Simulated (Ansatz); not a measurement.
# How many bands does the GW gap of MoPbO4 (Wulfenite) need?, part 2 of 2

Wanted: a G0W0 gap for MoPbO4 (Wulfenite) that is converged in bands and cutoff, or an estimate of the limit.

Ansatz 0.2.0; G0W0 on r2SCAN, plane waves, PAW. Known limits of the many-body steps: not at the basis limit; no spin-orbit coupling.

So far. Step 2 (405 empty bands, screening to 100 eV): The gap on the mesh goes from 3.06 eV to 4.24 eV, a correction of +1.18 eV. Between the two edge states, bare exchange in place of the xc potential would open the gap by 8.21 eV, and correlation takes back 7.03 eV. Step 3 (898 empty bands, screening to 170 eV): Against the run with 4×4×4 mesh, 405 empty bands, screening to 100 eV, hard PAW files, the gap moves by +0.06 eV.

### Step 4. 1602 empty bands, screening to 250 eV

Input file input.yaml:

```yaml
crystal:
  lattice:
    - [-2.7156, 2.7156, 6.05325]
    - [2.7156, -2.7156, 6.05325]
    - [2.7156, 2.7156, -6.05325]
  atoms:
    - { symbol: Mo, position: [0.25, 0.75, 0.5] }
    - { symbol: Mo, position: [0.5, 0.5, 0.0] }
    - { symbol: Pb, position: [0.75, 0.25, 0.5] }
    - { symbol: Pb, position: [0.0, 0.0, 0.0] }
    - { symbol: O, position: [0.0323, 0.9041, 0.5986] }
    - { symbol: O, position: [0.6541, 0.5555, 0.3718] }
    - { symbol: O, position: [0.3055, 0.4337, 0.4014] }
    - { symbol: O, position: [0.1837, 0.2823, 0.6282] }
    - { symbol: O, position: [0.7177, 0.3459, 0.9014] }
    - { symbol: O, position: [0.0959, 0.6945, 0.1282] }
    - { symbol: O, position: [0.4445, 0.8163, 0.0986] }
    - { symbol: O, position: [0.5663, 0.9677, 0.8718] }
kpoints:
  mp_grid: { grid: [4, 4, 4] }
hamiltonian:
  xc: r2scan
  pseudopotentials: { kind: paw, source: ansatz }
scf:
  occupations: { method: fixed }
gw:
  n_empty_bands: 1602
  ecut_chi: 250.0
  qp_bands: [v4, c4]
  qp_kpoints: band_edges
  screening: { model: contour_deformation }
```

Started as:

```
ansatz run input.yaml --threads 4 --pin off --max-ram 138240MiB --backend cuda --events-out ev --progress --plain --runs-dir out --devices 1 --max-vram 26GiB
```

Numbers of over 12 decimals in the logs are rounded to 6 here.

Output:

```text
GPUs: using 1 of 1 available (devices: 1).
[...]
GPU FFT provider: cuFFT
GPU libraries: cuBLAS 13.8.2, cuFFT 12.4.0, cuSOLVER 12.3.4
Crystal: 12 atoms, lattice volume = 178.558 Å³
Basis set: ecut = 1050 eV, 13731 PW (Γ), exchange–correlation on 360×360×360 points (64 copies of the dense FFT grid, shifted against one another)
Bands: 72, of which v1, the nominal top of the filled ones, is band 60 counted from 1 (59 counted from 0)
[...]
0    64     12.1383   -16.8920    -4.8613   -22.6470  0.7455    13.0472    13.0319  root
[...]
13    61     11.7483   -16.2942    -4.7645   -21.9691  0.7560    12.6718    12.6586  root
    13    62     11.7483   -16.2942    -4.7645   -21.9691  0.7560    12.6718    12.6586  root
    13    63     11.8417   -16.2123    -4.6950   -21.7808  0.7567    12.7277    12.7153  root
    13    64     11.8417   -16.2123    -4.6950   -21.7808  0.7567    12.7277    12.7153  root
[key lines of the parts left out:]
SCF converged after 10 iterations
Free energy (F): -45098.689766 eV
Fermi energy:    7.864856 eV
```

Run time: 6.6 min. Hardware: 1 × NVIDIA H100 80GB HBM3 (shared by 3 runs) with 4 threads of AMD EPYC 7R13 (Zen 3), shared host; peak memory 15 GiB.

Numbers from this step:

| Item | Value |
| --- | --- |
| bands summed | 1662 |
| RPA ε∞ on this mesh (eigenvalues) | 4.316, 4.675, 4.675 |
| plane waves in the screening matrix | 1579 |
| G0W0 gap on the mesh | 4.357 eV |
| k of the valence top | 0, 0.25, 0.25 |
| k of the conduction bottom | 0.25, -0.25, 0.25 |
| starting gap on the mesh | 3.057 eV |
| least direct G0W0 gap on the computed points | 4.442 eV |

Against the run with 4×4×4 mesh, 898 empty bands, screening to 170 eV, hard PAW files, the gap moves by +0.05 eV.

### Step 5. 2654 empty bands, screening to 350 eV

Changes to input.yaml since step 4:

```diff
@@ -26,4 +26,4 @@
 gw:
-  n_empty_bands: 1602
-  ecut_chi: 250.0
+  n_empty_bands: 2654
+  ecut_chi: 350.0
   qp_bands: [v4, c4]
```

Output:

```text
GPUs: using 1 of 1 available (devices: 1).
[...]
GPU FFT provider: cuFFT
GPU libraries: cuBLAS 13.8.2, cuFFT 12.4.0, cuSOLVER 12.3.4
Crystal: 12 atoms, lattice volume = 178.558 Å³
Basis set: ecut = 1050 eV, 13731 PW (Γ), exchange–correlation on 360×360×360 points (64 copies of the dense FFT grid, shifted against one another)
Bands: 72, of which v1, the nominal top of the filled ones, is band 60 counted from 1 (59 counted from 0)
[...]
0    64     12.1383   -16.8920    -4.9832   -22.6470  0.7443    12.9211    12.9100  root
[...]
13    61     11.7483   -16.2942    -4.8810   -21.9691  0.7549    12.5520    12.5422  root
    13    62     11.7483   -16.2942    -4.8810   -21.9691  0.7549    12.5520    12.5422  root
    13    63     11.8417   -16.2123    -4.8105   -21.7808  0.7556    12.6089    12.5998  root
    13    64     11.8417   -16.2123    -4.8105   -21.7808  0.7556    12.6089    12.5998  root
[key lines of the parts left out:]
SCF converged after 10 iterations
Free energy (F): -45098.689766 eV
Fermi energy:    7.864856 eV
```

Run time: 14 min. Hardware: 1 × NVIDIA H100 80GB HBM3 (shared by 3 runs) with 4 threads; peak memory 30 GiB.

Numbers from this step:

```yaml
bands_summed: 2714
rpa_eps_infinity_on_this_mesh_eigenvalues: 4.313, 4.673, 4.673
plane_waves_in_the_screening_matrix: 2607
g0w0_gap_on_the_mesh: 4.380 eV
k_of_the_valence_top: 0, 0.25, 0.25
k_of_the_conduction_bottom: 0.25, -0.25, 0.25
starting_gap_on_the_mesh: 3.057 eV
least_direct_g0w0_gap_on_the_computed_points: 4.463 eV
```

Against the run with 4×4×4 mesh, 1602 empty bands, screening to 250 eV, hard PAW files, the gap moves by +0.02 eV.

### Step 6. Convergence and cost

Times are wall times on 1 × NVIDIA H100 80GB HBM3 (shared by 3 runs) with 4 threads of AMD EPYC 7R13 (Zen 3), shared host, good to a factor of about two.

| mesh | files | frequency | bands summed | cutoff (eV) | start (eV) | G0W0 (eV) | time | host memory (GiB) |
| --- | --- | --- | --- | --- | --- | --- | --- | --- |
| 4×4×4 | hard PAW | contour deformation | 465 | 100 | 3.057 | 4.242 | 2 min | 5.4 |
| 4×4×4 | hard PAW | contour deformation | 958 | 170 | 3.057 | 4.304 | 4 min | 8.8 |
| 4×4×4 | hard PAW | contour deformation | 1662 | 250 | 3.057 | 4.357 | 6.6 min | 15 |
| 4×4×4 | hard PAW | contour deformation | 2714 | 350 | 3.057 | 4.380 | 14 min | 30 |

The parts of the quasiparticle energy at the two band edges (eV; QP = start + Σx + Σc − Vxc):

| run | edge | start | Σx | Σc | Vxc | Z | QP |
| --- | --- | --- | --- | --- | --- | --- | --- |
| 465 bands | valence top | 7.86 | -23.98 | 2.86 | -21.03 | 0.77 | 7.77 |
| 465 bands | conduction bottom | 10.92 | -14.43 | -4.17 | -19.69 | 0.78 | 12.01 |
| 958 bands | valence top | 7.86 | -23.98 | 2.56 | -21.03 | 0.77 | 7.47 |
| 958 bands | conduction bottom | 10.92 | -14.43 | -4.40 | -19.69 | 0.78 | 11.78 |
| 1662 bands | valence top | 7.86 | -23.98 | 2.38 | -21.03 | 0.76 | 7.29 |
| 1662 bands | conduction bottom | 10.92 | -14.43 | -4.53 | -19.69 | 0.78 | 11.65 |
| 2714 bands | valence top | 7.86 | -23.98 | 2.26 | -21.03 | 0.76 | 7.17 |
| 2714 bands | conduction bottom | 10.92 | -14.43 | -4.63 | -19.69 | 0.78 | 11.55 |

### Step 7. What came out

```yaml
465_bands_100_ev: 4.242 eV
958_bands_170_ev: 4.304 eV
1662_bands_250_ev: 4.357 eV
2714_bands_350_ev: 4.380 eV
estimated_limit_in_bands_and_cutoff: 4.42 eV
mesh_and_start: 4×4×4, r2SCAN
```

In words: A line in one over the bands through the two highest rungs gives 4.42 eV, +0.04 eV from the top rung; the pair below gives 4.43 eV, in fair agreement. The rungs stand 0.17 eV (465 bands), 0.11 eV (958 bands), 0.06 eV (1662 bands) and 0.04 eV (2714 bands) from it. From 465 to 2714 bands the gap moves by +0.14 eV while the time grows 7.2-fold. Σc changes by −0.60 eV at the valence top and −0.46 eV at the conduction bottom, so the levels themselves move more than the gap between them. The cheapest rung within 0.1 eV of this estimate is that with 1662 bands (6.6 min). Gaps are over the mesh's points; an edge off the mesh would be missed. Where an edge is built on 6p states of lead, bismuth or thallium, scalar-relativistic gaps usually stand too wide, by a few tenths to over one eV. The many-body steps are scalar-relativistic: spin-orbit coupling is not in them.

[Paths, hosts, dates, memory and timing lines, banners, echoed tables and standing remarks are left out of the program output.]

[Logs are printed without paths, hosts, clocks, repeated set-up lines and the standing remarks that a program may print on its own settings, such as how far it seeks lower states.]

[Runs of the session that timed out or met a known fault of the program may be left out.]

[Cells called generated may have been cut or substituted from an entry of the Crystallography Open Database or the Materials Project.]

[Hosts, paths, dates, database ids (printed as entryN), source tags and the programs' standing remarks are cut or masked in the printed files.]
